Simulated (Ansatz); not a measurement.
# BeCd (built on the sites of a database entry of BaZn): phonons and vibrational spectra, part 2 of 2

Task: relax BeCd (built on the sites of a database entry of BaZn), then find its harmonic phonons.

Ansatz 0.2.0; DFT PBEsol, scalar-relativistic, plane waves, PseudoDojo norm-conserving pseudopotentials.

So far. Step 3 (Relaxing to small forces for the phonons): The forces vanish by symmetry and the pressure is 0.005 GPa, within the tolerances set. The cell now holds 14.34 Å³/atom. The relaxed cell has a = 3.061 Å (conventional setting).

The structure was built from a prototype and need not be the compound's stable phase.

### Step 4. Linear response at the zone centre

The zone centre comes first: it holds the modes that light can see, as far as symmetry allows. No field response is asked, since the mesh shows no gap.

input.yaml

```yaml
crystal:
  lattice:
    - [3.060635456, 0.0, 0.0]
    - [0.0, 3.060635456, 0.0]
    - [0.0, 0.0, 3.060635456]
  atoms:
    - { symbol: Be, position: [0.0, 0.0, 0.0] }
    - { symbol: Cd, position: [0.5, 0.5, 0.5] }
kpoints:
  mp_grid: { grid: [16, 16, 16] }
hamiltonian:
  xc: pbesol
  pseudopotentials: { kind: nc, accuracy: standard }
scf:
  occupations: { method: methfessel_paxton, width: 0.2 }
output:
  eigenvalues: true
phonons:
  method: dfpt
```

Run with:

```bash
ansatz run input.yaml --threads 4 --pin off --max-ram 7168MiB --backend cpu --events-out ev --progress --plain --runs-dir out
```

Numbers of over 12 decimals in the logs are rounded to 6 here.

Output:

```text
[...]
Crystal: 2 atoms, lattice volume = 28.670 Å³
Basis set: ecut = 1387.780699 eV, 3407 PW (Γ), exchange–correlation on 80×80×80 points (8 copies of the dense FFT grid, shifted against one another)
Bands: 16, of which v1, the nominal top of the filled ones, is band 12 counted from 1 (11 counted from 0)
Symmetry: 48 space group operations
k-points: 405 of 4096 (irreducible under 8 space group operations, time reversal used)
[...]
SCF iter   1: F=—  HF=-5144.888964 eV  |F-HF|=—  |Δ(HF+E_count)|=         —  Δρ=5.70e-2  dr2=1.25e0  ethr=3.10e-3  ⟨swp⟩=6.1  Hψ=37347  notcnv=0
[...]
SCF iter   9: F=-5144.478624 eV  HF=-5144.478624 eV  |F-HF|=1.82e-12  |Δ(HF+E_count)|=    0.00e0  S|Δr|=    0.00e0  Δρ=4.84e-8  dr2=3.77e-13  ethr=1.00e-12  ⟨swp⟩=7.6  Hψ=39478  notcnv=0
SCF 1 converged in 9 iterations: F = -5144.478624 eV  dr2 = 3.77e-13
DFPT response loops at Γ: preconditioner auto → Kerker (q_TF=auto, 2.649 Å⁻¹) (partly filled bands, converged f_vac=0.000); β = 1.00, the filter's whole step (`scf.mixing.beta` (0.50) is not read by the response loops under this deck's `scf.mixing.preconditioner`; to damp them name `kerker` or `kerker_dos`, under which they read `scf.mixing.beta`, and type it under 1.00, their step now; both keys bind the ground state too); Broyden in place of MSR1
SCF converged after 9 iterations
[...]
Free energy (F): -5144.478624 eV
[...]
Internal energy: -5144.477630 eV  (E = F + TS)
E sigma→0 (E₀):  -5144.478375 eV
Entropy (-TS):   -0.000994 eV (-0.497 meV/atom)
Fermi energy:    14.514879 eV
[...]
--- Band table (eV; the first three rows and the last of 405) ---
  k-point 0: bands = [... 8 lower, 5.1196, 5.1196, 5.1196, 17.0316, 17.0316, 17.0316, 23.1648, 23.1648]
  k-point 1: bands = [... 8 lower, 5.1010, 5.1010, 5.1212, 16.6031, 17.1141, 17.1141, 23.1749, 23.4403]
  k-point 2: bands = [... 8 lower, 5.0487, 5.0487, 5.1258, 15.5854, 17.3572, 17.3572, 23.2045, 23.5848]
  k-point 404: bands = [... 8 lower, 5.5686, 5.5686, 15.9665, 15.9665, 15.9665, 15.9778, 15.9778, 15.9778]
--- Phonons (Γ-DFPT): 2 representative perturbations + reference, on 405 of 4096 k-points (Σ response iterations 7) ---
  k mesh reduced under 8 symmetry operations, with k and −k counted as one. Each operation leaves every solved perturbation unchanged. A smaller set is not used because it would not reduce the number of displacements times k-points to solve
  ASR residual: 2.081e-4 → 0.000e0 eV/Å²; symmetrization residual: 5.586e-6 eV/Å²
  ASR residual per site (eV/Å²): 1.53e-6 2.08e-4
  Γ frequencies (cm⁻¹): 0.00 0.00 0.00 287.79 287.79 287.79
  non-analytic LO–TO correction: not included (Born effective charges unavailable; polar crystals: no LO–TO splitting at Γ)
```

It took 1.9 min on 4 threads of Arm Neoverse N1, shared host; peak memory 2.1 GiB; 7.2 min of CPU time.

Numbers from this step:

| Quantity | Value |
| --- | --- |
| sum-rule residual before enforcement | 2.08e-4 eV/Å² |
| point group | m-3m |
| highest optical mode at the zone centre (no LO-TO term) | 287.8 cm⁻¹ |
| lowest optical zone-centre mode | 287.8 cm⁻¹ |

Patterns of degenerate modes are one choice out of their space. The modes at Γ (shares of kinetic energy by element, %):

```
mode  frequency (cm⁻¹)  symmetry  Be %  Cd %
   1               0.0  acoustic     7    93
   2               0.0  acoustic     7    93
   3               0.0  acoustic     7    93
   4             287.8       T1u    93     7
   5             287.8       T1u    93     7
   6             287.8       T1u    93     7
```

Displacements in mode 4 (287.8 cm⁻¹), the largest set to 1:
```
Be1  0.00  0.00  1.00
Cd2  0.00  0.00 -0.08
```

Before it was imposed, the acoustic sum rule was missed by 2.1e-4 eV/Å². Small misses are needed for a sound result but don't prove that mesh and cutoff are converged. The lowest optical mode is real, 288 cm⁻¹.

### Step 5. The dispersion

Stability and thermal properties need the whole zone. Linear response on a 2×2×2 q mesh gives force constants as far as a supercell of that size would.

Edit input.yaml of step 4 so:

```diff
@@ -19 +19,8 @@
   method: dfpt
+  qmesh: [2, 2, 2]
+  temperatures: { t_max: 1000, t_step: 50 }
+  qpath:
+    path:
+      - [[0.0, 0.0, 0.0], [0.0, 0.5, 0.0], [0.5, 0.5, 0.0], [0.0, 0.0, 0.0], [0.5, 0.5, 0.5], [0.0, 0.5, 0.0]]
+      - [[0.5, 0.5, 0.5], [0.5, 0.5, 0.0]]
+    npoints: 10
```

Output:

```text
[...]
Crystal: 2 atoms, lattice volume = 28.670 Å³
Basis set: ecut = 1387.780699 eV, 3407 PW (Γ), exchange–correlation on 80×80×80 points (8 copies of the dense FFT grid, shifted against one another)
Bands: 16, of which v1, the nominal top of the filled ones, is band 12 counted from 1 (11 counted from 0)
Symmetry: 48 space group operations
k-points: 165 of 4096
[...]
SCF iter   1: F=—  HF=-5144.888884 eV  |F-HF|=—  |Δ(HF+E_count)|=         —  Δρ=5.70e-2  dr2=1.25e0  ethr=3.10e-3  ⟨swp⟩=6.2  Hψ=15181  notcnv=0
[...]
SCF iter   9: F=-5144.478624 eV  HF=-5144.478624 eV  |F-HF|=1.82e-12  |Δ(HF+E_count)|=  3.64e-12  S|Δr|=    0.00e0  Δρ=4.07e-8  dr2=2.69e-13  ethr=1.00e-12  ⟨swp⟩=7.7  Hψ=16097  notcnv=0
SCF 1 converged in 9 iterations: F = -5144.478624 eV  dr2 = 2.69e-13
[...]
SCF iter   6: F=-5144.478624 eV  HF=-5144.478624 eV  |F-HF|=5.46e-12  |Δ(HF+E_count)|=  9.09e-13  S|Δr|=    0.00e0  Δρ=2.82e-7  dr2=7.97e-12  ethr=1.00e-12  ⟨swp⟩=1.3  Hψ=3436  notcnv=0
SCF 2 converged in 6 iterations: F = -5144.478624 eV  dr2 = 7.97e-12
phonons: the bands overlap, so this run is a metal and interpolates without the dipole-dipole term. If the crystal is really an insulator or semiconductor, its LO-TO splitting is missing
NSCF: frozen V_eff on 165 k-points
[...]
DFPT response loops at q = (0, 0, 0) (fractional): preconditioner auto → Kerker (q_TF=auto, 2.649 Å⁻¹) (partly filled bands, converged f_vac=0.000); β = 1.00, the filter's whole step (`scf.mixing.beta` (0.50) is not read by the response loops under this deck's `scf.mixing.preconditioner`; to damp them name `kerker` or `kerker_dos`, under which they read `scf.mixing.beta`, and type it under 1.00, their step now; both keys bind the ground state too); Broyden in place of MSR1
[...]
SCF converged after 9 iterations
[...]
Free energy (F): -5144.478624 eV
[...]
Internal energy: -5144.477630 eV  (E = F + TS)
E sigma→0 (E₀):  -5144.478375 eV
Entropy (-TS):   -0.000994 eV (-0.497 meV/atom)
Fermi energy:    14.514879 eV
[...]
--- Band table (eV; the first three rows and the last of 165) ---
  k-point 0: bands = [... 8 lower, 5.1196, 5.1196, 5.1196, 17.0316, 17.0316, 17.0316, 23.1648, 23.1648]
  k-point 1: bands = [... 8 lower, 5.1010, 5.1010, 5.1212, 16.6031, 17.1141, 17.1141, 23.1749, 23.4403]
  k-point 2: bands = [... 8 lower, 5.0487, 5.0487, 5.1258, 15.5854, 17.3572, 17.3572, 23.2045, 23.5848]
  k-point 164: bands = [... 8 lower, 5.5686, 5.5686, 15.9665, 15.9665, 15.9665, 15.9778, 15.9778, 15.9778]
--- Phonons (Γ-DFPT): 2 representative perturbations + reference (Σ response iterations 6) ---
  ASR residual: 1.779e-4 → 0.000e0 eV/Å²; symmetrization residual: 4.152e-6 eV/Å²
  ASR residual per site (eV/Å²): 9.43e-6 1.78e-4
  Γ frequencies (cm⁻¹): 0.00 0.00 0.00 287.79 287.79 287.79
--- Phonons (arbitrary-q DFPT): 4 irreducible q on the 2×2×2 mesh ---
  q = [0.0000, 0.0000, 0.0000] (star 1, of the zone-centre solve; hermiticity 3.27e-6, symmetrization 3.02e-14): -0.00 -0.00 0.00 287.79 287.79 287.79
  q = [0.0000, 0.0000, -0.5000] (star 3, 4 solved perturbations in 2268 linear systems a pass and spin channel, the states on 729 of 4096 k-point pairs; hermiticity 2.62e-13, symmetrization 8.44e-13, the responses' own estimated error 3.9e-5 eV/Å²): 69.89 69.89 143.27 265.61 265.61 288.97
[...]
q = [-0.5000, -0.5000, -0.5000] (star 1, 2 solved perturbations on 405 of 4096 k-point pairs; hermiticity 1.05e-12, symmetrization 5.93e-12, the responses' own estimated error 5.2e-5 eV/Å²): 100.11 100.11 100.11 116.62 116.62 116.62
  sum rule: each row above includes the acoustic sum rule's correction from the zone centre's row sums; it moved no ω² by more than (0.66 cm⁻¹)²
  mesh force constants: q→R imaginary residual 3.37e-17; ASR residual 1.779e-4 → 0.000e0 eV/Å²; symmetrization residual 3.109e-15 eV/Å²
  interpolated dispersion: 62 rows × 6 modes
  density of states and harmonic sums: on the 20×20×20 q-mesh, interpolated from the force constants of a 2×2×2 supercell (no non-analytic term)
  largest difference from the sums on the solved wave vectors: F 2.71e-2 eV, S 2.89e-5 and C_V 5.35e-6 eV/K
  zero-point energy: 0.058342 eV/cell   skipped modes (ω ≤ 0): 314, of them read as no rigid motion or as one in doubt: 311 (1.156e0 modes/cell left out, lowest -136.83 cm⁻¹)   left out of the sums: 1.93e-1 of the cell's modes: C_V's classical limit lies that fraction below 3 k_B per atom; for a crystal, a wire or a layer, F and S can be off by more, and a phonons.interpolated_qmesh denser along its periods is the remedy for the sampling
```

It took 7 min on 4 threads; peak memory 3.4 GiB.

Numbers from this step:

| Property | Result |
| --- | --- |
| sum-rule residual before enforcement | 1.78e-4 eV/Å² |
| lowest frequency on the path | -136.8 cm⁻¹ |
| highest frequency on the path or at a solved wavevector | 350.6 cm⁻¹ |
| lowest mode on the q mesh (acoustic modes at Γ apart) | -136.8 cm⁻¹ |

Frequencies (cm⁻¹) solved at each irreducible wavevector; negative means imaginary. Frequencies by wavevector, by row:

```
q in reciprocal lattice units  star  mode 1  mode 2  mode 3  mode 4  mode 5  mode 6
                        0 0 0     1       0       0       0   287.8   287.8   287.8
                     0 0 -0.5     3    69.9    69.9   143.3   265.6   265.6     289
                  0 -0.5 -0.5     3  -136.8  -136.8    81.9   264.2   264.2   350.6
               -0.5 -0.5 -0.5     1   100.1   100.1   100.1   116.6   116.6   116.6
```

Interpolated from a 2×2×2 q mesh, rough between the solved points. The phonon branches at the labelled points (cm⁻¹):

```
    point  branch 1  branch 2  branch 3  branch 4  branch 5  branch 6
        Γ         0         0         0       288       288       288
  halfway        47        47       100       277       277       289
        X        70        70       143       266       266       289
  halfway       -65        21        76       266       272       311
        M      -137      -137        82       264       264       351
  halfway       -57        65        99       262       286       294
        Γ         0         0         0       288       288       288
  halfway        49        49        50       268       268       268
        R       100       100       100       117       117       117
  halfway       -93        27       102       244       244       275
        X        70        70       143       266       266       289
jump to R       100       100       100       117       117       117
  halfway      -110      -110       101       222       222       258
        M      -137      -137        82       264       264       351
```

The phonon branches as a text plot (rows in cm⁻¹):

```
    340 |            *****                                     **
    320 |           *     *                                   *
    300 |          *       *** *
    280 |***********      **************            ******
    259 |      ****************         ***        * *****   * **
    239 |                                ***        *         *
    219 |                                  *      **        **
    198 |                                   *    **         *
    178 |                                   *    **        *
    158 |                                    *  **
    137 |      ***                           *          ***
    117 |    **   *                           ******   *  **
     97 |   *                ***     **       **    ***     ***
     76 |      **************       *  *    **        *****    **
     56 |  ****              ** *       ****    *    *  *
     36 | **      *            *** * ***            *  *
     16 |**                      * **        *
     -5 |                       ***              *
    -25 |          *           *
    -45 |                 *   *          **       **  *
    -66 |           *        *              *    *   *     *
    -86 |           *      **              *      * *       *
   -106 |            *   **                        *         *
   -127 |             ****                                    ***
         Γ      X      M          Γ            R        X|R     M
```

The phonon density of states has structure finer than the step of the table below, so its rows give means over 20 cm⁻¹, whole bins alone (the curve runs from -138 to 352 cm⁻¹). Peaks (cm⁻¹: height): 87.5: 0.0348, 267.5: 0.0673, 287.5: 0.0756.

Tetrahedra on a 20×20×20 mesh, mean over bins of 5 cm-1. Interpolated from a 2×2×2 q mesh, rough between the solved points. The phonon density of states by wavenumber; means over each step:

wavenumber (cm⁻¹), phonon density of states (1/cm⁻¹/cell) and a bar:
```
     -120     0.0063 ###
     -100     0.0117 ######
      -80     0.0127 #######
      -60     0.0100 #####
      -40     0.0080 ####
      -20     0.0058 ###
        0     0.0054 ##
       20     0.0070 ###
       40     0.0096 #####
       60     0.0173 #########
       80     0.0266 ##############
      100     0.0231 ############
      120     0.0049 ##
      140     0.0012 
      160     0.0009 
      180     0.0018 #
      200     0.0033 #
      220     0.0061 ###
      240     0.0128 #######
      260     0.0476 ##########################
      280     0.0551 ##############################
      300     0.0146 ########
      320     0.0051 ##
      340     0.0021 #
```

The partial phonon density of states has structure finer than the step of the table below, so its rows give means over 10 cm⁻¹, whole bins alone (the curve runs from -146 to 370 cm⁻¹). Peaks (cm⁻¹: height): Be 266.3: 0.0545, 285.7: 0.0559; Cd -74.2: 0.0108, -48.3: 0.00913, 84.7: 0.0308, 263.0: 0.0108.

Phonopy on the run's constants, 19x19x19 mesh, Gaussian sigma 3.7 cm-1. Interpolated from a 2×2×2 q mesh, rough between the solved points. The partial phonon density of states by wavenumber; means over each step; values in 1/cm⁻¹/cell:

```
wavenumber (cm⁻¹)       Be       Cd
             -140   2.8e-4   4.3e-4
             -130  0.00151  0.00243
             -120  0.00243  0.00414
             -110  0.00313  0.00563
             -100  0.00413  0.00839
              -90  0.00416  0.00876
              -80  0.00367  0.00944
              -70  0.00330  0.00916
              -60  0.00200  0.00626
              -50  0.00228  0.00888
              -40  0.00191  0.00694
              -30  0.00107  0.00478
              -20   8.8e-4  0.00544
              -10   2.4e-4  0.00152
                0   1.7e-4  0.00109
               10   5.2e-4  0.00350
               20  0.00126  0.00767
               30  0.00155  0.00947
               40   9.8e-4  0.00856
               50   9.9e-4   0.0110
               60   9.5e-4   0.0157
               70  0.00120   0.0222
               80   8.9e-4   0.0263
               90  0.00106   0.0289
              100   8.3e-4   0.0223
              110   5.5e-4   0.0116
              120   2.5e-4  0.00411
              130   3.8e-4  0.00235
              140   3.2e-4   1.0e-3
              150   1.9e-4   2.1e-4
              160   9.1e-4   3.8e-4
              170   9.5e-4   3.0e-4
              180  0.00109   5.9e-4
              190  0.00152   6.7e-4
              200  0.00274  0.00109
              210  0.00269  0.00106
              220  0.00475  0.00189
              230  0.00588  0.00214
              240  0.00895  0.00318
              250   0.0173  0.00519
              260   0.0416  0.00946
              270   0.0495  0.00688
              280   0.0509  0.00516
              290   0.0382  0.00324
              300   0.0114   4.1e-4
              310  0.00724   9.1e-5
              320  0.00475   3.1e-5
              330  0.00371   9.2e-6
              340  0.00220        0
              350   7.1e-4        0
              360   2.5e-5        0
```

Second derivatives of the energy by pair, one row for each kind of neighbour of each atom listed. Each entry sums the pair over the periodic images of the supercell that the q mesh stands for, and in a polar crystal it holds the long-range dipole part too. Force constants by pair, by row:

```
atom  neighbour  distance (Å)  third of the trace (eV/Å²)  along the pair's line (eV/Å²)
 Be1     itself             0                       2.088                              –
 Be1         Cd         2.651                     -0.3176                         -1.583
 Be1         Be         3.061                        0.32                          0.734
 Be1         Be         4.328                     -0.2173                        -0.4959
 Be1         Be         5.301                      0.1446                         0.1446
 Cd2     itself             0                       4.598                              –
 Cd2         Be         2.651                     -0.3176                         -1.583
 Cd2         Cd         3.061                     -0.5339                          -2.26
 Cd2         Cd         4.328                     -0.1721                        -0.3869
 Cd2         Cd         5.301                      0.0613                         0.0613
```

Symmetry leaves 4 wavevectors to solve. The lowest mode among them, the acoustic zeros apart, lies at q = (0, -0.5, -0.5) and is imaginary, 136.8i cm⁻¹, so the energy falls along it.

### Step 6. Isotope substitution

An isotope changes the mass and not the force constants, so no new electronic calculation is needed; the shifts show which modes move this element.

The same force constants with the mass of Cd changed from 112.414 to 115.905 u (phonopy, no LO-TO term). Both lists are sorted by frequency; levels can cross, so a row need not hold one and the same mode. Modes under 3 cm⁻¹ are left out. Isotope shifts, by row:

```
             q  rank  natural mass (cm⁻¹)  changed mass (cm⁻¹)
         0 0 0     4                287.8                287.5
         0 0 0     5                287.8                287.5
         0 0 0     6                287.8                287.5
      0 0 -0.5     1                69.89                68.83
      0 0 -0.5     2                69.89                68.83
      0 0 -0.5     3                143.3                141.1
      0 0 -0.5     4                265.6                265.6
      0 0 -0.5     5                265.6                265.6
      0 0 -0.5     6                  289                  289
   0 -0.5 -0.5     1               -136.8               -135.6
   0 -0.5 -0.5     2               -136.8               -135.6
   0 -0.5 -0.5     3                 81.9                80.66
   0 -0.5 -0.5     4                264.2                262.6
   0 -0.5 -0.5     5                264.2                262.6
   0 -0.5 -0.5     6                350.6                350.6
-0.5 -0.5 -0.5     1                100.1                100.1
-0.5 -0.5 -0.5     2                100.1                100.1
-0.5 -0.5 -0.5     3                100.1                100.1
-0.5 -0.5 -0.5     4                116.6                114.8
-0.5 -0.5 -0.5     5                116.6                114.8
-0.5 -0.5 -0.5     6                116.6                114.8
```

A mode of this element alone would shift by -1.52 %. The highest zone-centre frequency without the field goes from 287.8 to 287.5 cm⁻¹ (-0.1 %). The product of the frequency ratios over all optical modes at Γ is 0.997; the product rule, (m/m′)^(3k/2) (M′/M)^(3/2) with k = 1 such atoms and M the mass of the cell, gives 0.997.

### Step 7. What came out

```json
{
  "space group after relaxation (within 0.01 Å)": "Pm-3m",
  "volume per atom": "14.3 Å³",
  "electronic character": "no gap on this mesh",
  "highest optical mode at the zone centre (no LO-TO term)": "288 cm⁻¹",
  "lowest optical zone-centre mode": "288 cm⁻¹",
  "lowest mode on the q mesh (acoustic modes at Γ apart)": "-137 cm⁻¹",
  "highest frequency on the path or at a solved wavevector": "351 cm⁻¹",
  "imaginary modes on the 2×2×2 q mesh": "yes"
}
```

In words: Modes are clearly imaginary (beyond 10i cm⁻¹) at 1 of the 4 irreducible wavevectors, most at q = (0, -0.5, -0.5) (136.8i cm⁻¹), so this structure is not a minimum of the energy. The optical modes at Γ form one degenerate level at 288 cm⁻¹. The highest mode in this list at Γ, 287.8 cm⁻¹, is mostly motion of Be (93 % of the kinetic energy). The q mesh stands for a supercell only 6.1 Å across, so branches between the solved wavevectors are rough. With no gap, or one that is small against the smearing, the frequencies hang on the k mesh and the smearing, most of all near Kohn anomalies. The starting cell was built on a prototype and not taken from a measurement, so the phase need not exist. These are harmonic frequencies at zero temperature: anharmonic shifts, linewidths and thermal expansion are left out.

[Logs are printed without paths, hosts, clocks, repeated set-up lines and the standing remarks that a program may print on its own settings, such as how far it seeks lower states.]

[Hosts, paths, dates, database ids (printed as entryN), source tags and the programs' standing remarks are cut or masked in the printed files.]
